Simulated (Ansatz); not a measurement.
# H on Cu(110): change of the work function, part 2 of 4

Wanted: Δφ(θ) for H/Cu(110), starting from the hollow site.

Ansatz 0.2.0; plane-wave DFT, PBE, Ansatz PAW.

So far, work function, upper face (eV): step 2 (the clean slab) 4.43.

**3. The covered slab, k-mesh 4×4×1, coverage 0.111 ML**

System of this step: Cu36H (H/Cu(110)). The cell holds 37 atoms: 36 Cu and 1 H. Its edges and angles: a = 10.830 Å, b = 7.658 Å, c = 22.395 Å, α = 90.0°, β = 90.0°, γ = 90.0°. Vacuum lies along c.

The clean slab as it ended is repeated in the plane and the adsorbate is set on one face; the cell's size fixes the coverage, and the k-mesh shrinks with it to keep the sampling density about even. Adsorbate and upper layers relax, since the dipole depends on the height.

File input.yaml:

```yaml
crystal:
  lattice:
    - [10.83, 0.0, 0.0]
    - [0.0, 7.6579664403, 0.0]
    - [0.0, 0.0, 22.3950407962]
  atoms:
    - { symbol: Cu, position: [0.1666666667, 0.1666666667, 0.4018746865] }
    - { symbol: Cu, position: [0.0, 0.0, 0.4588662211] }
    - { symbol: Cu, position: [0.1666666667, 0.1666666667, 0.5192531585] }
    - { symbol: Cu, position: [0.0, 0.0, 0.5713336677] }
    - { symbol: Cu, position: [0.1666666667, 0.5, 0.4018746865] }
    - { symbol: Cu, position: [0.0, 0.3333333333, 0.4588662211] }
    - { symbol: Cu, position: [0.1666666667, 0.5, 0.5192531585] }
    - { symbol: Cu, position: [0.0, 0.3333333333, 0.5713336677] }
    - { symbol: Cu, position: [0.1666666667, 0.8333333333, 0.4018746865] }
    - { symbol: Cu, position: [0.0, 0.6666666667, 0.4588662211] }
    - { symbol: Cu, position: [0.1666666667, 0.8333333333, 0.5192531585] }
    - { symbol: Cu, position: [0.0, 0.6666666667, 0.5713336677] }
    - { symbol: Cu, position: [0.5, 0.1666666667, 0.4018746865] }
    - { symbol: Cu, position: [0.3333333333, 0.0, 0.4588662211] }
    - { symbol: Cu, position: [0.5, 0.1666666667, 0.5192531585] }
    - { symbol: Cu, position: [0.3333333333, 0.0, 0.5713336677] }
    - { symbol: Cu, position: [0.5, 0.5, 0.4018746865] }
    - { symbol: Cu, position: [0.3333333333, 0.3333333333, 0.4588662211] }
    - { symbol: Cu, position: [0.5, 0.5, 0.5192531585] }
    - { symbol: Cu, position: [0.3333333333, 0.3333333333, 0.5713336677] }
    - { symbol: Cu, position: [0.5, 0.8333333333, 0.4018746865] }
    - { symbol: Cu, position: [0.3333333333, 0.6666666667, 0.4588662211] }
    - { symbol: Cu, position: [0.5, 0.8333333333, 0.5192531585] }
    - { symbol: Cu, position: [0.3333333333, 0.6666666667, 0.5713336677] }
    - { symbol: Cu, position: [0.8333333333, 0.1666666667, 0.4018746865] }
    - { symbol: Cu, position: [0.6666666667, 0.0, 0.4588662211] }
    - { symbol: Cu, position: [0.8333333333, 0.1666666667, 0.5192531585] }
    - { symbol: Cu, position: [0.6666666667, 0.0, 0.5713336677] }
    - { symbol: Cu, position: [0.8333333333, 0.5, 0.4018746865] }
    - { symbol: Cu, position: [0.6666666667, 0.3333333333, 0.4588662211] }
    - { symbol: Cu, position: [0.8333333333, 0.5, 0.5192531585] }
    - { symbol: Cu, position: [0.6666666667, 0.3333333333, 0.5713336677] }
    - { symbol: Cu, position: [0.8333333333, 0.8333333333, 0.4018746865] }
    - { symbol: Cu, position: [0.6666666667, 0.6666666667, 0.4588662211] }
    - { symbol: Cu, position: [0.8333333333, 0.8333333333, 0.5192531585] }
    - { symbol: Cu, position: [0.6666666667, 0.6666666667, 0.5713336677] }
    - { symbol: H, position: [0.1666666667, 0.1666666667, 0.5981253135] }
kpoints:
  mp_grid: { grid: [4, 4, 1] }
hamiltonian:
  xc: pbe
scf:
  occupations: { method: fermi_dirac, width: 0.1 }
  convergence: { dr2_threshold: 1.0e-08 }
efield:
  axis: 3
  dipole_correction: true
  ramp_position: 0.97
  ramp_width: 0.06
relax:
  f_tol: 0.02
  max_steps: 60
  constraints:
    - { sites: [0, 1, 4, 5, 8, 9, 12, 13, 16, 17, 20, 21, 24, 25, 28, 29, 32, 33] }
output:
  write_potential: true
  write_density: true
  volumetric_format: npy
```

Command:

```bash
> ansatz run input.yaml --threads 4 --pin off --max-ram 16384MiB --backend cpu --events-out ev --progress --plain --runs-dir out
```

Numbers of over 12 decimals in the logs are rounded to 6 here.

What it wrote:

```text
[...]
Crystal: 37 atoms, lattice volume = 1857.350 Å³
Basis set: ecut = 420 eV, 36319 PW (Γ), exchange–correlation on 150×108×300 points (8 copies of the dense FFT grid, shifted against one another)
Bands: 411, of which v1, the nominal top of the filled ones, is band 343 counted from 1 (342 counted from 0)
Symmetry: 4 space group operations
[...]
k-points: 9 of 16
[...]
SCF iter   1: F=—  HF=-238505.500889 eV  |F-HF|=—  |Δ(HF+E_count)|=         —  Δρ=2.03e-3  dr2=3.49e-1  ethr=1.77e-3  p=0.020 e·Å  D=1.90e-3 V/Å  ΔV_dip=-0.04 eV  dr2_dipole=1.54e-6  V_vac-E_F(+/−)=4.29/4.33 eV  ⟨swp⟩=9.3  Hψ=17642  notcnv=0  defer=149
[...]
SCF iter  12: F=-238505.481119 eV  HF=-238505.481118 eV  |F-HF|=8.81e-8  |Δ(HF+E_count)|=   6.70e-7  Δρ=6.62e-7  dr2=7.51e-9  ethr=1.46e-12  p=0.008 e·Å  D=7.81e-4 V/Å  ΔV_dip=-0.02 eV  dr2_dipole=7.84e-11  V_vac-E_F(+/−)=4.42/4.43 eV  ⟨swp⟩=7.3  Hψ=24230  notcnv=0
SCF 1 converged in 12 iterations: F = -238505.481119 eV  dr2 = 7.51e-9
[...]
relax step   1: F+E_penalty+E_count = -238505.48111852 eV  Δ(F+E_penalty+E_count) = +0.000e0 eV  max|allowed force component| = 5.824e-1 eV/Å  Δτ_max = 0.0000 Å  (12 SCF iters, accepted)
[...]
SCF iter  11: F=-238505.528859 eV  HF=-238505.528859 eV  |F-HF|=8.76e-8  |Δ(HF+E_count)|=   5.34e-8  Δρ=4.28e-7  dr2=2.91e-9  ethr=1.46e-12  p=0.014 e·Å  D=1.34e-3 V/Å  ΔV_dip=-0.03 eV  dr2_dipole=4.54e-11  V_vac-E_F(+/−)=4.41/4.44 eV  ⟨swp⟩=8.4  Hψ=22586  notcnv=0
SCF 2 converged in 11 iterations: F = -238505.528859 eV  dr2 = 2.91e-9
relax step   2: F+E_penalty+E_count = -238505.52885928 eV  Δ(F+E_penalty+E_count) = -4.774e-2 eV  max|allowed force component| = 2.337e-1 eV/Å  Δτ_max = 0.0911 Å  (11 SCF iters, accepted)
SCF iter   1: F=—  HF=-238505.550049 eV  |F-HF|=—  |Δ(HF+E_count)|=         —  Δρ=1.10e-3  dr2=1.25e-2  ethr=1.11e-5  p=0.014 e·Å  D=1.34e-3 V/Å  ΔV_dip=-0.03 eV  dr2_dipole=3.19e-5  V_vac-E_F(+/−)=4.41/4.44 eV  ⟨swp⟩=6.2  Hψ=13640  notcnv=0  defer=288
[...]
SCF iter  10: F=-238505.544072 eV  HF=-238505.544072 eV  |F-HF|=1.11e-7  |Δ(HF+E_count)|=   5.81e-8  Δρ=6.30e-7  dr2=6.22e-9  ethr=1.46e-12  p=0.016 e·Å  D=1.59e-3 V/Å  ΔV_dip=-0.04 eV  dr2_dipole=1.64e-10  V_vac-E_F(+/−)=4.40/4.44 eV  ⟨swp⟩=7.2  Hψ=25074  notcnv=0
SCF 3 converged in 10 iterations: F = -238505.544072 eV  dr2 = 6.22e-9
relax step   3: F+E_penalty+E_count = -238505.54407178 eV  Δ(F+E_penalty+E_count) = -1.521e-2 eV  max|allowed force component| = 6.848e-2 eV/Å  Δτ_max = 0.0436 Å  (10 SCF iters, accepted)
SCF iter   1: F=—  HF=-238505.551446 eV  |F-HF|=—  |Δ(HF+E_count)|=         —  Δρ=9.32e-4  dr2=8.76e-3  ethr=9.56e-6  p=0.016 e·Å  D=1.59e-3 V/Å  ΔV_dip=-0.04 eV  dr2_dipole=1.69e-6  V_vac-E_F(+/−)=4.40/4.44 eV  ⟨swp⟩=6.1  Hψ=12751  notcnv=0  defer=263
[...]
SCF iter  10: F=-238505.547138 eV  HF=-238505.547138 eV  |F-HF|=6.97e-8  |Δ(HF+E_count)|=   4.21e-8  Δρ=5.07e-7  dr2=4.82e-9  ethr=1.46e-12  p=0.015 e·Å  D=1.49e-3 V/Å  ΔV_dip=-0.03 eV  dr2_dipole=2.39e-10  V_vac-E_F(+/−)=4.40/4.44 eV  ⟨swp⟩=8.4  Hψ=22338  notcnv=0
SCF 4 converged in 10 iterations: F = -238505.547138 eV  dr2 = 4.82e-9
[...]
relax step   4: F+E_penalty+E_count = -238505.54713795 eV  Δ(F+E_penalty+E_count) = -3.066e-3 eV  max|allowed force component| = 1.259e-2 eV/Å  Δτ_max = 0.0178 Å  (10 SCF iters, accepted)
NSCF: frozen V_eff on 9 k-points
[...]
SCF converged after 10 iterations
Free energy (F): -238505.547138 eV
[...]
Internal energy: -238505.079693 eV  (E = F + TS)
E sigma→0 (E₀):  -238505.313416 eV
Entropy (-TS):   -0.467445 eV (-12.634 meV/atom)
Fermi energy:    0.493336 eV
Dipole field:    D = 0.001479 V/Å  (p = 0.015181 e·Å, saw-weighted, corrected)
Work function:   Φ+ = 4.4027 eV   Φ− = 4.4358 eV
[...]
--- Forces (eV/Å), atoms counted from 1 ---
  atom   1  Cu     0.00000000     0.00000000     0.41634734
  atom   2  Cu    -0.03062002    -0.01435525    -0.42919541
  atom   3  Cu     0.00000000     0.00000000     0.00591665
  atom   4  Cu     0.01258965     0.00463992    -0.00513734
  atom   5  Cu     0.00000000    -0.04363070     0.34142197
  atom   6  Cu    -0.03062002     0.01435525    -0.42919541
  atom   7  Cu    -0.00000000    -0.00157181    -0.00165512
  atom   8  Cu     0.01258965    -0.00463992    -0.00513734
  atom   9  Cu     0.00000000     0.04363070     0.34142197
  atom  10  Cu    -0.09504704     0.00000000    -0.43172577
  atom  11  Cu     0.00000000     0.00157181    -0.00165512
  atom  12  Cu     0.00227514     0.00000000    -0.00126303
  atom  13  Cu    -0.00950645     0.00000000     0.39412299
  atom  14  Cu     0.03062002    -0.01435525    -0.42919541
  atom  15  Cu    -0.00106617     0.00000000     0.00109899
  atom  16  Cu    -0.01258965     0.00463992    -0.00513734
  atom  17  Cu     0.01265597    -0.00233811     0.43372590
  atom  18  Cu     0.03062002     0.01435525    -0.42919541
  atom  19  Cu    -0.00137868     0.00106443    -0.00061077
  atom  20  Cu    -0.01258965    -0.00463992    -0.00513734
  atom  21  Cu     0.01265597     0.00233811     0.43372590
  atom  22  Cu     0.09504704     0.00000000    -0.43172577
  atom  23  Cu    -0.00137868    -0.00106443    -0.00061077
  atom  24  Cu    -0.00227514     0.00000000    -0.00126303
  atom  25  Cu     0.00950645     0.00000000     0.39412299
  atom  26  Cu    -0.00000000    -0.00629096    -0.35152758
  atom  27  Cu     0.00106617     0.00000000     0.00109899
  atom  28  Cu     0.00000000     0.00026117     0.00175735
  atom  29  Cu    -0.01265597    -0.00233811     0.43372590
  atom  30  Cu    -0.00000000     0.00629096    -0.35152758
  atom  31  Cu     0.00137868     0.00106443    -0.00061077
  atom  32  Cu     0.00000000    -0.00026117     0.00175735
  atom  33  Cu    -0.01265597     0.00233811     0.43372590
  atom  34  Cu    -0.00000000     0.00000000    -0.33852556
  atom  35  Cu     0.00137868    -0.00106443    -0.00061077
  atom  36  Cu     0.00000000     0.00000000     0.00817129
  atom  37  H      0.00000000     0.00000000     0.00851002
  max |Σ_I F_I| component: 8.90e-6 eV/Å
--- Band table (eV; the first three rows and the last of 9) ---
  k-point 0: bands = [... 339 lower, -0.3209, -0.1865, 0.2551, 0.5768, 0.5896, 0.6184, 0.6470, 0.6826, ... 64 higher]
  k-point 1: bands = [... 339 lower, -0.1064, -0.0476, -0.0085, 0.1375, 0.6809, 0.9620, 1.0617, 1.1783, ... 64 higher]
  k-point 2: bands = [... 339 lower, 0.5067, 0.5153, 0.5164, 0.5673, 0.5862, 0.8726, 0.9138, 0.9187, ... 64 higher]
  k-point 8: bands = [... 339 lower, 0.5758, 0.6183, 0.6554, 0.6778, 0.6899, 0.7149, 0.7321, 0.7563, ... 64 higher]
--- Relaxed structure (4 steps of the walk, 4 accepted, 0 SCFs on fresh bases) ---
  F+E_penalty+E_count = -238505.54713795 eV   max|allowed force component| = 1.259e-2 eV/Å
  atoms:
    - { symbol: Cu, position: [0.166667, 0.166667, 0.4018746865] }
    - { symbol: Cu, position: [1.6666659794015235e-11, 1.6666659794015232e-11, 0.458866] }
    - { symbol: Cu, position: [0.166667, 0.166667, 0.518372] }
    - { symbol: Cu, position: [0.00484901, 0.000479806, 0.572264] }
    - { symbol: Cu, position: [0.166667, 0.500000, 0.4018746865] }
    - { symbol: Cu, position: [1.6666659794015235e-11, 0.333333, 0.458866] }
    - { symbol: Cu, position: [0.166667, 0.502757, 0.517189] }
    - { symbol: Cu, position: [0.00484901, 0.332854, 0.572264] }
    - { symbol: Cu, position: [0.166667, 0.833333, 0.4018746865] }
    - { symbol: Cu, position: [1.6666659794015235e-11, 0.666667, 0.458866] }
    - { symbol: Cu, position: [0.166667, 0.830577, 0.517189] }
    - { symbol: Cu, position: [0.00193373, 0.666667, 0.571414] }
    - { symbol: Cu, position: [0.500000, 0.166667, 0.4018746865] }
    - { symbol: Cu, position: [0.333333, 1.6666659794015232e-11, 0.458866] }
    - { symbol: Cu, position: [0.498486, 0.166667, 0.519848] }
    - { symbol: Cu, position: [0.328484, 0.000479806, 0.572264] }
    - { symbol: Cu, position: [0.500000, 0.500000, 0.4018746865] }
    - { symbol: Cu, position: [0.333333, 0.333333, 0.458866] }
    - { symbol: Cu, position: [0.497996, 0.498671, 0.520285] }
    - { symbol: Cu, position: [0.328484, 0.332854, 0.572264] }
    - { symbol: Cu, position: [0.500000, 0.833333, 0.4018746865] }
    - { symbol: Cu, position: [0.333333, 0.666667, 0.458866] }
    - { symbol: Cu, position: [0.497996, 0.834663, 0.520285] }
    - { symbol: Cu, position: [0.331400, 0.666667, 0.571414] }
    - { symbol: Cu, position: [0.833333, 0.166667, 0.4018746865] }
    - { symbol: Cu, position: [0.666667, 1.6666659794015232e-11, 0.458866] }
    - { symbol: Cu, position: [0.834848, 0.166667, 0.519848] }
    - { symbol: Cu, position: [0.666667, 0.000363494, 0.570976] }
    - { symbol: Cu, position: [0.833333, 0.500000, 0.4018746865] }
    - { symbol: Cu, position: [0.666667, 0.333333, 0.458866] }
    - { symbol: Cu, position: [0.835337, 0.498671, 0.520285] }
    - { symbol: Cu, position: [0.666667, 0.332970, 0.570976] }
    - { symbol: Cu, position: [0.833333, 0.833333, 0.4018746865] }
    - { symbol: Cu, position: [0.666667, 0.666667, 0.458866] }
    - { symbol: Cu, position: [0.835337, 0.834663, 0.520285] }
    - { symbol: Cu, position: [0.666667, 0.666667, 0.570545] }
    - { symbol: H, position: [0.166667, 0.166667, 0.592329] }
```

It took 27 min on 4 threads of Intel Xeon Platinum 8259CL at 2.50GHz (Skylake/Cascade Lake), shared host; peak memory 14 GiB.

Step by step:

```tsv
step	energy less that of the first step (eV)	largest force component (eV/Å)
1	0.0000	0.5824
2	-0.0477	0.2337
3	-0.0630	0.0685
4	-0.0660	0.0126
```

Forces are held to the 4 operations that the run works with; a distortion that breaks them can't arise in this run.

The atoms that moved most (Å):

```tsv
atom	dx	dy	dz	length
H37	0.000	0.000	-0.130	0.130
Cu20	-0.053	-0.004	0.021	0.057
Cu16	-0.053	0.004	0.021	0.057
Cu8	0.053	-0.004	0.021	0.057
Cu4	0.053	0.004	0.021	0.057
Cu11	0.000	-0.021	-0.046	0.051
Cu7	0.000	0.021	-0.046	0.051
Cu31	0.022	-0.010	0.023	0.033
```

The relaxed structure:

```xyz
37
Lattice="10.8300 0.0000 0.0000 0.0000 7.6580 0.0000 0.0000 0.0000 22.3950" Properties=species:S:1:pos:R:3
Cu    1.8050    1.2763    9.0000
Cu    0.0000    0.0000   10.2763
Cu    1.8050    1.2763   11.6090
Cu    0.0525    0.0037   12.8159
Cu    1.8050    3.8290    9.0000
Cu    0.0000    2.5527   10.2763
Cu    1.8050    3.8501   11.5825
Cu    0.0525    2.5490   12.8159
Cu    1.8050    6.3816    9.0000
Cu    0.0000    5.1053   10.2763
Cu    1.8050    6.3605   11.5825
Cu    0.0209    5.1053   12.7968
Cu    5.4150    1.2763    9.0000
Cu    3.6100    0.0000   10.2763
Cu    5.3986    1.2763   11.6420
Cu    3.5575    0.0037   12.8159
Cu    5.4150    3.8290    9.0000
Cu    3.6100    2.5527   10.2763
Cu    5.3933    3.8188   11.6518
Cu    3.5575    2.5490   12.8159
Cu    5.4150    6.3816    9.0000
Cu    3.6100    5.1053   10.2763
Cu    5.3933    6.3918   11.6518
Cu    3.5891    5.1053   12.7968
Cu    9.0250    1.2763    9.0000
Cu    7.2200    0.0000   10.2763
Cu    9.0414    1.2763   11.6420
Cu    7.2200    0.0028   12.7870
Cu    9.0250    3.8290    9.0000
Cu    7.2200    2.5527   10.2763
Cu    9.0467    3.8188   11.6518
Cu    7.2200    2.5499   12.7870
Cu    9.0250    6.3816    9.0000
Cu    7.2200    5.1053   10.2763
Cu    9.0467    6.3918   11.6518
Cu    7.2200    5.1053   12.7774
H     1.8050    1.2763   13.2652
```

Numbers from this step:

| Property | Result |
| --- | --- |
| energy at zero smearing | -238505.3134 eV |
| work function, upper face | 4.403 eV |
| work function, lower face | 4.436 eV |
| dipole along the normal | 0.01518 e·Å |
| step between the vacuum levels | -0.03311 eV |

Running mean over 1.276 Å of the planar mean; the ramp of the sawtooth is left out. Table of electron's electrostatic potential energy less the Fermi level by z:

```tsv
z (Å)	electron's electrostatic potential energy less the Fermi level (eV)
3.0	4.44
3.5	4.44
4.0	4.44
4.5	4.44
5.0	4.43
5.5	4.43
6.0	4.41
6.5	4.36
7.0	4.18
7.5	3.55
8.0	0.962
8.5	-3.83
9.0	-7.50
9.5	-8.49
10.0	-8.64
10.5	-8.34
11.0	-8.18
11.5	-8.75
12.0	-9.62
12.5	-9.33
13.0	-6.91
13.5	-2.12
14.0	2.24
14.5	3.85
15.0	4.24
15.5	4.36
16.0	4.39
16.5	4.40
17.0	4.40
17.5	4.40
18.0	4.40
18.5	4.40
19.0	4.40
```

The relaxation took 4 steps and lowered the energy by 0.066 eV; the largest force on the free atoms ends at 0.013 eV/Å.

The covered face has 4.40 eV, -0.03 eV against the clean one; the bare back face has moved by +0.01 eV, a measure of how thin the slab is.

[end of part 2 of 4]

[Logs are printed without paths, hosts, clocks, repeated set-up lines and the standing remarks that a program may print on its own settings, such as how far it seeks lower states.]

[Hosts, paths, dates, database ids (printed as entryN), source tags and the programs' standing remarks are cut or masked in the printed files.]

[Maps of the electrostatic potential energy from Ansatz leave out the sawtooth potential of an applied field or a dipole correction, so their vacuum need not be flat; planar profiles and work functions include it.]
